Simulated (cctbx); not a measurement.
# Diagnosing a refinement

Cell a = 3.9390 Å, b = 3.9390 Å, c = 7.7170 Å, α = 90.00°, β = 90.00°, γ = 90.00°; space group P4/nmm (no. 129, origin choice 1). The compound is DyVAs.

The data are simulated with cctbx, not measured: Mo Kα, λ = 0.71073 Å, to d = 0.7 Å, 95 % of the full sphere, strongest reflection 20000 counts, noise from counting, a 2 % proportional error and a noise floor of 4 counts (s.d.); no absorption.

An anisotropic refinement with weights 1/σ² prints:

```text
Rint 0.023, 138 unique reflections to 0.70 A
cycle     R1     wR2    GooF  max shift (A)
   1  0.2261  0.4775  41.840   0.00092
   2  0.0973  0.2399  21.022   0.00006
final R1 0.0974 wR2 0.2399 GooF 21.020  parameters 8  data/parameter 17.2
atom        x        y        z      Ueq    occ   su(xyz)  su(Uiso or U11)
Dy1    0.50000  0.00000  0.34394   0.0018  1.000  0.00034  0.0011
V1     0.50000  0.00000  0.74274  -0.0150  1.000  0.00083  0.0016  NPD
As1    0.50000  0.50000  0.00000   0.0253  1.000  0.00000  0.0033
difference map: max 22.58 min -9.48 rms 2.16
Q1    0.0000  0.5000  0.2537    2   22.80  0.03 A from V1
Q2    0.0000  0.5000  0.6467    2   11.80  0.07 A from Dy1
Q3    0.0000  0.5000  0.7991    2    2.64  1.10 A from Dy1
Q4    0.1227  0.2202  0.0343   16    2.34  1.03 A from As1
Q5    0.1747  0.3253  0.3590    8    2.22  1.25 A from V1
Q6    0.0000  0.2105  0.9434    8    2.07  0.94 A from As1
```

Q: Accept it or mend it, and why?

Mend it. The fault: elements exchanged: As1 is V and V1 is As. Against the right model at the same level, R1 goes from 0.0047 to 0.0974 and GooF from 0.98 to 21.02, U of V1 shrinks from 0.0037 to -0.0150 Å², U of As1 swells from 0.0045 to 0.0253 Å², the top difference peak, 22.8 e/Å³, lies on V1 and V1 goes non-positive-definite. As1 has 10 electrons too many and its U swells to shed them, as expected; V1 has 10 electrons too few and its U shrinks to make up, as expected.

The compound is DyVAs. The right model at the same level gives:

```text
Rint 0.023, 138 unique reflections to 0.70 A
cycle     R1     wR2    GooF  max shift (A)
   1  0.0076  0.0189   1.653   0.00012
   2  0.0047  0.0112   0.978   0.00000
final R1 0.0047 wR2 0.0112 GooF 0.978  parameters 8  data/parameter 17.2
atom        x        y        z      Ueq    occ   su(xyz)  su(Uiso or U11)
Dy1    0.50000  0.00000  0.34407   0.0027  1.000  0.00002  0.0001
As1    0.50000  0.00000  0.74266   0.0037  1.000  0.00004  0.0001
V1     0.50000  0.50000  0.00000   0.0045  1.000  0.00000  0.0001
difference map: max 0.42 min -0.46 rms 0.10
Q1    0.0000  0.0000  0.3753    4    0.42  1.98 A from Dy1
Q2    0.0000  0.5000  0.2077    2    0.35  0.38 A from As1
Q3    0.0952  0.4048  0.2790    8    0.34  0.56 A from As1
Q4    0.1114  0.3886  0.7018    8    0.31  0.71 A from Dy1
Q5    0.1288  0.1970  0.1389   16    0.26  1.42 A from V1
Q6    0.0885  0.4115  0.8620    8    0.24  1.67 A from Dy1
```

This is a model crystal, built by substitution and not relaxed, with assumed displacement parameters.

[Middle refinement cycles are left out of these outputs.]

[Logs are printed without paths, hosts, clocks, repeated set-up lines and the standing remarks that a program may print on its own settings, such as how far it seeks lower states.]
